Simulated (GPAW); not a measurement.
**Screening of a field by 1T-FeBrI monolayer**

Wanted: the out-of-plane polarisability of 1T-FeBrI monolayer.

Main program and level: GPAW 26.7.0; GPAW, PAW setups; layer in a repeated cell with vacuum, relaxation of atoms and in-plane cell, in the first sound run; inputs show where later runs differ.

## 1. Set-up

The cell holds 3 atoms: 1 I, 1 Fe and 1 Br. Cell: a = 3.576 Å, b = 3.576 Å, c = 19.047 Å, α = 90.0°, β = 90.0°, γ = 120.0°. Vacuum lies along c.

Structure file:

```cif
data_structure
_symmetry_space_group_name_H-M 'P 1'
_symmetry_Int_Tables_number 1
_cell_length_a 3.5759
_cell_length_b 3.5759
_cell_length_c 19.0468
_cell_angle_alpha 90.000
_cell_angle_beta 90.000
_cell_angle_gamma 120.000
_cell_volume 210.92
loop_
_atom_site_label
_atom_site_type_symbol
_atom_site_fract_x
_atom_site_fract_y
_atom_site_fract_z
_atom_site_occupancy
I1 I 0.66667 0.33333 0.42002 1
Fe2 Fe 0.00000 0.00000 0.50841 1
Br3 Br 0.33333 0.66667 0.57998 1
```

## 2. Relaxation

The atoms are relaxed first, since the surface dipole, and with it the work function, follows the positions of the outer layers.

run.py

```python
import json
import numpy as np
from ase import Atoms
from ase.filters import FrechetCellFilter
from ase.optimize import BFGS
from gpaw import GPAW, PW

slab = Atoms(
    ['I', 'Fe', 'Br'],
    positions=[
        [1.78796, 1.03228, 8.00000],
        [0.00000, 0.00000, 9.68360],
        [-0.00000, 2.06455, 11.04679]],
    cell=[[3.57591, 0.0, 0.0], [-1.78796, 3.09683, 0.0], [0.0, 0.0, 19.0468]],
    pbc=[True, True, True],
    magmoms=[0.0, 4.0, 0.0])

slab.calc = GPAW(mode=PW(600), xc='PBE', kpts={'size': (9, 9, 1), 'gamma': True},
                 occupations={'name': 'fermi-dirac', 'width': 0.05}, nbands='160%',
                 convergence={'density': 1e-05}, maxiter=200,
                 symmetry={'tolerance': 1e-3}, txt='slab.txt')
result = {}
# The in-plane cell is free; stress needs a cell that repeats along all three vectors
path = []
opt = BFGS(FrechetCellFilter(slab, mask=[1, 1, 0, 0, 0, 1]), maxstep=0.2)
opt.attach(lambda: path.append((slab.get_potential_energy(), slab.positions.tolist(), slab.get_forces().tolist())))
result['relaxed'] = bool(opt.run(fmax=0.02, steps=45))
result['path'] = path
result['cell'] = slab.cell.tolist()
print('in-plane lattice', slab.cell.cellpar().round(4)[[0, 1, 5]])
energy = slab.get_potential_energy()
fermi = slab.calc.get_fermi_level()
v = slab.calc.get_electrostatic_potential().mean((0, 1)) - fermi
n = slab.calc.get_pseudo_density().mean((0, 1))
L = slab.cell[2, 2]
z = np.arange(len(v)) * L / len(v)
low, high = slab.positions[:, 2].min(), slab.positions[:, 2].max()
below, above = np.interp([low - 5.8, high + 5.8], z, v)
slopes = [np.interp(x, z, np.gradient(v, z)) for x in (low - 5.8, high + 5.8)]
eps = np.array([[slab.calc.get_eigenvalues(k, s) for k in range(len(slab.calc.get_ibz_k_points()))]
                for s in range(slab.calc.get_number_of_spins())]) - fermi
top, bottom = eps[eps < 0].max(), eps[eps > 0].min()
dipole = slab.get_dipole_moment()[2]
print(f'energy {energy:.4f} eV, Fermi level {fermi:.4f} eV, dipole {dipole:.5f} e A')
print(f'potential 5.8 A off the faces, from the Fermi level: lower {below:.4f} eV, upper {above:.4f} eV')
print(f'slope of the potential there: lower {slopes[0]:.5f}, upper {slopes[1]:.5f} eV/A')
print(f'nearest levels on the mesh: {top:.4f} and {bottom:.4f} eV')
print('magnetic moment', round(slab.get_magnetic_moment(), 3))
result.update(energy=energy, fermi=fermi, dipole=dipole, below=below, above=above, slopes=slopes, edges=[top, bottom],
              z=z.tolist(), v=v.tolist(), n=n.tolist(), positions=slab.positions.tolist(),
              forces=slab.get_forces(apply_constraint=False).tolist(), moments=slab.get_magnetic_moments().tolist())
json.dump(result, open('result.json', 'w'))
```

The run is started by

```sh
$ OMP_NUM_THREADS=1 OPENBLAS_NUM_THREADS=1 python run.py
```

Log:

```text
Step          Energy          fmax
BFGS:    0      -12.390288        1.835694
BFGS:    1      -12.522223        1.555887
BFGS:    2      -12.833942        0.400931
BFGS:    3      -12.846652        0.254164
BFGS:    4      -12.852064        0.305190
BFGS:    5      -12.861278        0.326980
BFGS:    6      -12.873851        0.271632
BFGS:    7      -12.883333        0.133934
BFGS:    8      -12.885948        0.036575
BFGS:    9      -12.886104        0.010055
in-plane lattice [  3.9018   3.9018 120.0001]
energy -12.8744 eV, Fermi level -1.8835 eV, dipole -0.03751 e A
potential 5.8 A off the faces, from the Fermi level: lower 4.9853 eV, upper 5.1028 eV
slope of the potential there: lower -0.02700, upper -0.02701 eV/A
nearest levels on the mesh: -0.0448 and 0.0029 eV
magnetic moment 4.0
```

The job ended after 13 min (1 thread of Arm Neoverse V2, shared host; peak memory 0.52 GiB).

This step gave:

| Item | Value |
| --- | --- |
| dipole along the normal | -0.03751 e·Å |
| levels nearest the Fermi level on the mesh | -0.04484, 0.002853 eV from the Fermi level |
| site moments | 0.1465, 3.347, 0.1255 μB |
| sum of the site moments | 3.619 μB |

The electrostatic potential energy of an electron (without an applied field's), less the Fermi level, planar mean by z:

z (Å), electrostatic potential energy of an electron (without an applied field's), less the Fermi level, planar mean (eV) and a bar from the least value:
```
        0        5.0 ##############################
        1        5.0 ##############################
        2        5.0 ##############################
        3        5.0 ##############################
        4        4.9 ##############################
        5        4.9 ##############################
        6        4.7 #############################
        7        1.7 #########################
        8      -17.0 
        9       -2.6 ###################
       10       -5.7 ###############
       11      -11.4 ########
       12        2.9 ###########################
       13        5.1 ##############################
       14        5.2 ##############################
       15        5.2 ##############################
       16        5.1 ##############################
       17        5.1 ##############################
       18        5.1 ##############################
```

The pseudo valence density, planar mean oscillates, so the rows of the table below give means over windows of 1 Å about each position, cut where the curve ends. Its maxima inside the range that stand out by 2 % of the span (Å: e/Å³): 7.6: 0.282, 8.5: 0.333, 9.7: 0.647, 10.6: 0.354. Its minima: 7.9: 0.145, 9.0: 0.278, 10.2: 0.328.

The pseudo valence density, planar mean by z; means over each step:

| z (Å) | pseudo valence density, planar mean (e/Å³) |
| --- | --- |
| 4 | 3.2e-5 |
| 5 | 6.1e-4 |
| 6 | 0.0118 |
| 7 | 0.151 |
| 8 | 0.232 |
| 9 | 0.344 |
| 10 | 0.458 |
| 11 | 0.321 |
| 12 | 0.142 |
| 13 | 0.00846 |
| 14 | 3.7e-4 |
| 15 | 1.6e-5 |

Site moment by atom:

| atom | site moment (μB) |
| --- | --- |
| I1 | 0.15 |
| Fe2 | 3.35 |
| Br3 | 0.13 |

The relaxation lowered the energy of the cell by 0.493 eV (energies extrapolated to zero smearing; the optimiser's log prints free energies). The largest force left on a free atom is 0.010 eV/Å.

## 3. The slab's potential

The work function is the vacuum plateau of the electrostatic potential less the Fermi level; a dipole layer lets the two faces have plateaus of their own.

This step: GPAW, PAW setups; slab in vacuum (GPAW 26.7.0).

The cell differs from the one that the last finished run ended in (c 19.047 → 19.096 Å).

run.py: that of step 2 with these lines changed.

```diff
@@ -3,4 +3,2 @@
 from ase import Atoms
-from ase.filters import FrechetCellFilter
-from ase.optimize import BFGS
 from gpaw import GPAW, PW
@@ -10,22 +8,15 @@
     positions=[
-        [1.78796, 1.03228, 8.00000],
-        [0.00000, 0.00000, 9.68360],
-        [-0.00000, 2.06455, 11.04679]],
-    cell=[[3.57591, 0.0, 0.0], [-1.78796, 3.09683, 0.0], [0.0, 0.0, 19.0468]],
-    pbc=[True, True, True],
+        [1.95089, 1.12635, 8.00000],
+        [0.00000, -0.00000, 9.67422],
+        [0.00000, 2.25268, 11.09562]],
+    cell=[[3.90176, 0.0, 0.0], [-1.95089, 3.37903, 0.0], [0.0, 0.0, 19.0956]],
+    pbc=[True, True, False],
     magmoms=[0.0, 4.0, 0.0])
 
-slab.calc = GPAW(mode=PW(600), xc='PBE', kpts={'size': (9, 9, 1), 'gamma': True},
+slab.calc = GPAW(mode=PW(400), xc='PBE', kpts={'size': (9, 9, 1), 'gamma': True},
                  occupations={'name': 'fermi-dirac', 'width': 0.05}, nbands='160%',
                  convergence={'density': 1e-05}, maxiter=200,
+                 poissonsolver={'dipolelayer': 'xy'},
                  symmetry={'tolerance': 1e-3}, txt='slab.txt')
 result = {}
-# The in-plane cell is free; stress needs a cell that repeats along all three vectors
-path = []
-opt = BFGS(FrechetCellFilter(slab, mask=[1, 1, 0, 0, 0, 1]), maxstep=0.2)
-opt.attach(lambda: path.append((slab.get_potential_energy(), slab.positions.tolist(), slab.get_forces().tolist())))
-result['relaxed'] = bool(opt.run(fmax=0.02, steps=45))
-result['path'] = path
-result['cell'] = slab.cell.tolist()
-print('in-plane lattice', slab.cell.cellpar().round(4)[[0, 1, 5]])
 energy = slab.get_potential_energy()
```

Log:

```text
energy -12.7554 eV, Fermi level -1.8916 eV, dipole -0.02773 e A
potential 5.8 A off the faces, from the Fermi level: lower 4.8559 eV, upper 5.2351 eV
slope of the potential there: lower -0.00002, upper 0.00002 eV/A
nearest levels on the mesh: -0.0450 and 0.0031 eV
magnetic moment 4.0
```

It took 44 s on 1 thread; peak memory 0.25 GiB.

This step gave:

* dipole along the normal: -0.02773 e·Å
* levels nearest the Fermi level on the mesh: -0.04505, 0.003149 eV from the Fermi level
* upper work function: 5.235 eV
* lower work function: 4.856 eV
* site moments: 0.1458, 3.345, 0.1254 μB
* sum of the site moments: 3.617 μB

Electrostatic potential energy of an electron (without an applied field's), less the Fermi level, planar mean against z:

z (Å), electrostatic potential energy of an electron (without an applied field's), less the Fermi level, planar mean (eV) and a bar from the least value:
```
        0        5.0 ##############################
        1        4.9 #############################
        2        4.9 #############################
        3        4.9 #############################
        4        4.9 #############################
        5        4.8 #############################
        6        4.7 #############################
        7        1.8 #########################
        8      -17.0 
        9       -2.6 ###################
       10       -5.9 ###############
       11      -11.3 ########
       12        2.8 ###########################
       13        5.1 ##############################
       14        5.2 ##############################
       15        5.2 ##############################
       16        5.2 ##############################
       17        5.2 ##############################
       18        5.2 ##############################
```

The pseudo valence density, planar mean oscillates, so the rows of the table below give means over windows of 1 Å about each position, cut where the curve ends. Its maxima inside the range that stand out by 2 % of the span (Å: e/Å³): 7.4: 0.282, 8.5: 0.334, 9.8: 0.629, 10.6: 0.355. Its minima: 8.1: 0.153, 8.9: 0.282, 10.4: 0.333.

The pseudo valence density, planar mean by z; means over each step:

z (Å), pseudo valence density, planar mean (e/Å³) and a bar:
```
        4      0.000 
        5      0.001 
        6      0.012 #
        7      0.147 ##########
        8      0.232 ###############
        9      0.344 #######################
       10      0.458 ##############################
       11      0.321 #####################
       12      0.146 ##########
       13      0.009 #
       14      0.000 
       15      0.000
```

The potential is flat to 1.8e-5 eV/Å where it is read, so the vacuum is wide enough.

## 4. In a field

A uniform field along the normal polarises the slab; the atoms stay fixed, so this is the electronic response alone.

run.py: that of step 3 with these lines changed.

```diff
@@ -4,2 +4,3 @@
 from gpaw import GPAW, PW
+from gpaw.external import ConstantElectricField
 
@@ -19,2 +20,3 @@
                  poissonsolver={'dipolelayer': 'xy'},
+                 external=ConstantElectricField(-0.2, [0, 0, 1]),
                  symmetry={'tolerance': 1e-3}, txt='slab.txt')
```

Log:

```text
energy -12.7678 eV, Fermi level -1.8707 eV, dipole -0.10048 e A
potential 5.8 A off the faces, from the Fermi level: lower 4.3280 eV, upper 5.7071 eV
slope of the potential there: lower -0.00002, upper 0.00004 eV/A
nearest levels on the mesh: -0.0052 and 0.0081 eV
magnetic moment 4.0
```

The job ended after 2.5 min (1 thread; peak memory 0.37 GiB).

This step gave:

```yaml
dipole_along_the_normal: -0.1005 e·Å
levels_nearest_the_fermi_level_on_the_mesh: -0.005156, 0.008078 eV from the Fermi level
site_moments: 0.1483, 3.344, 0.1230 μB
sum_of_the_site_moments: 3.616 μB
potential_below_the_slab_the_applied_field_s_own_ramp_left_out: 4.328 eV from the Fermi level
potential_above_the_slab_the_applied_field_s_own_ramp_left_out: 5.707 eV from the Fermi level
```

Electrostatic potential energy of an electron (without an applied field's), less the Fermi level, planar mean against z:

| z (Å) | electrostatic potential energy of an electron (without an applied field's), less the Fermi level, planar mean (eV) |
| --- | --- |
| 0.0 | 5.02 |
| 0.5 | 4.33 |
| 1.0 | 4.33 |
| 1.5 | 4.33 |
| 2.0 | 4.33 |
| 2.5 | 4.33 |
| 3.0 | 4.33 |
| 3.5 | 4.33 |
| 4.0 | 4.33 |
| 4.5 | 4.33 |
| 5.0 | 4.32 |
| 5.5 | 4.30 |
| 6.0 | 4.18 |
| 6.5 | 3.65 |
| 7.0 | 1.34 |
| 7.5 | -7.13 |
| 8.0 | -17.2 |
| 8.5 | -8.03 |
| 9.0 | -2.73 |
| 9.5 | -7.54 |
| 10.0 | -5.82 |
| 10.5 | -3.95 |
| 11.0 | -11.0 |
| 11.5 | -4.53 |
| 12.0 | 3.19 |
| 12.5 | 5.18 |
| 13.0 | 5.59 |
| 13.5 | 5.68 |
| 14.0 | 5.70 |
| 14.5 | 5.71 |
| 15.0 | 5.71 |
| 15.5 | 5.71 |
| 16.0 | 5.71 |
| 16.5 | 5.71 |
| 17.0 | 5.71 |
| 17.5 | 5.71 |
| 18.0 | 5.71 |
| 18.5 | 5.71 |

The dipole is now -0.100 e Å, against -0.028 in the run without a field.

## 5. In a field

run.py: that of step 4 with these lines changed.

```diff
@@ -20,3 +20,3 @@
                  poissonsolver={'dipolelayer': 'xy'},
-                 external=ConstantElectricField(-0.2, [0, 0, 1]),
+                 external=ConstantElectricField(-0.1, [0, 0, 1]),
                  symmetry={'tolerance': 1e-3}, txt='slab.txt')
```

Log:

```text
energy -12.7595 eV, Fermi level -1.8806 eV, dipole -0.06405 e A
potential 5.8 A off the faces, from the Fermi level: lower 4.5913 eV, upper 5.4705 eV
slope of the potential there: lower -0.00002, upper 0.00004 eV/A
nearest levels on the mesh: -0.0051 and 0.0082 eV
magnetic moment 4.0
```

It took 2.7 min on 1 thread; peak memory 0.37 GiB.

Numbers from this step:

```yaml
dipole_along_the_normal: -0.06405 e·Å
levels_nearest_the_fermi_level_on_the_mesh: -0.005136, 0.008225 eV from the Fermi level
site_moments: 0.1470, 3.345, 0.1242 μB
potential_below_the_slab_the_applied_field_s_own_ramp_left_out: 4.591 eV from the Fermi level
potential_above_the_slab_the_applied_field_s_own_ramp_left_out: 5.470 eV from the Fermi level
```

The electrostatic potential energy of an electron (without an applied field's), less the Fermi level, planar mean by z:

| z (Å) | electrostatic potential energy of an electron (without an applied field's), less the Fermi level, planar mean (eV) |
| --- | --- |
| 0.0 | 5.03 |
| 0.5 | 4.59 |
| 1.0 | 4.59 |
| 1.5 | 4.59 |
| 2.0 | 4.59 |
| 2.5 | 4.59 |
| 3.0 | 4.59 |
| 3.5 | 4.59 |
| 4.0 | 4.59 |
| 4.5 | 4.59 |
| 5.0 | 4.58 |
| 5.5 | 4.56 |
| 6.0 | 4.44 |
| 6.5 | 3.89 |
| 7.0 | 1.56 |
| 7.5 | -6.94 |
| 8.0 | -17.1 |
| 8.5 | -7.93 |
| 9.0 | -2.69 |
| 9.5 | -7.54 |
| 10.0 | -5.86 |
| 10.5 | -4.03 |
| 11.0 | -11.1 |
| 11.5 | -4.70 |
| 12.0 | 2.99 |
| 12.5 | 4.95 |
| 13.0 | 5.36 |
| 13.5 | 5.45 |
| 14.0 | 5.47 |
| 14.5 | 5.47 |
| 15.0 | 5.47 |
| 15.5 | 5.47 |
| 16.0 | 5.47 |
| 16.5 | 5.47 |
| 17.0 | 5.47 |
| 17.5 | 5.47 |
| 18.0 | 5.47 |
| 18.5 | 5.47 |

The dipole is now -0.0641 e Å, against -0.028 in the run without a field.

## 6. In a field

run.py: that of step 5 with these lines changed.

```diff
@@ -20,3 +20,3 @@
                  poissonsolver={'dipolelayer': 'xy'},
-                 external=ConstantElectricField(-0.1, [0, 0, 1]),
+                 external=ConstantElectricField(-0.05, [0, 0, 1]),
                  symmetry={'tolerance': 1e-3}, txt='slab.txt')
```

Log:

```text
energy -12.7568 eV, Fermi level -1.8862 eV, dipole -0.04584 e A
potential 5.8 A off the faces, from the Fermi level: lower 4.7236 eV, upper 5.3528 eV
slope of the potential there: lower -0.00003, upper 0.00003 eV/A
nearest levels on the mesh: -0.0051 and 0.0083 eV
magnetic moment 4.0
```

Run time: 2.4 min. Hardware: 1 thread; peak memory 0.37 GiB.

## 7. In a field

run.py: that of step 6 with these lines changed.

```diff
@@ -20,3 +20,3 @@
                  poissonsolver={'dipolelayer': 'xy'},
-                 external=ConstantElectricField(-0.05, [0, 0, 1]),
+                 external=ConstantElectricField(0.05, [0, 0, 1]),
                  symmetry={'tolerance': 1e-3}, txt='slab.txt')
```

Log:

```text
energy -12.7540 eV, Fermi level -1.8974 eV, dipole -0.00939 e A
potential 5.8 A off the faces, from the Fermi level: lower 4.9890 eV, upper 5.1179 eV
slope of the potential there: lower -0.00003, upper 0.00003 eV/A
nearest levels on the mesh: -0.0050 and 0.0084 eV
magnetic moment 4.0
```

Run time: 2.5 min. Hardware: 1 thread; peak memory 0.37 GiB.

Table of electrostatic potential energy of an electron (without an applied field's), less the Fermi level, planar mean by z:

| z (Å) | electrostatic potential energy of an electron (without an applied field's), less the Fermi level, planar mean (eV) |
| --- | --- |
| 0.0 | 5.05 |
| 0.5 | 4.99 |
| 1.0 | 4.99 |
| 1.5 | 4.99 |
| 2.0 | 4.99 |
| 2.5 | 4.99 |
| 3.0 | 4.99 |
| 3.5 | 4.99 |
| 4.0 | 4.99 |
| 4.5 | 4.99 |
| 5.0 | 4.98 |
| 5.5 | 4.95 |
| 6.0 | 4.82 |
| 6.5 | 4.27 |
| 7.0 | 1.90 |
| 7.5 | -6.66 |
| 8.0 | -16.9 |
| 8.5 | -7.79 |
| 9.0 | -2.62 |
| 9.5 | -7.53 |
| 10.0 | -5.92 |
| 10.5 | -4.15 |
| 11.0 | -11.3 |
| 11.5 | -4.95 |
| 12.0 | 2.68 |
| 12.5 | 4.62 |
| 13.0 | 5.02 |
| 13.5 | 5.10 |
| 14.0 | 5.11 |
| 14.5 | 5.12 |
| 15.0 | 5.12 |
| 15.5 | 5.12 |
| 16.0 | 5.12 |
| 16.5 | 5.12 |
| 17.0 | 5.12 |
| 17.5 | 5.12 |
| 18.0 | 5.12 |
| 18.5 | 5.12 |

(Part 1 of 2 ends here.)

[Logs are printed without paths, hosts, clocks, repeated set-up lines and the standing remarks that a program may print on its own settings, such as how far it seeks lower states.]

[Hosts, paths, dates, database ids (printed as entryN), source tags and the programs' standing remarks are cut or masked in the printed files.]
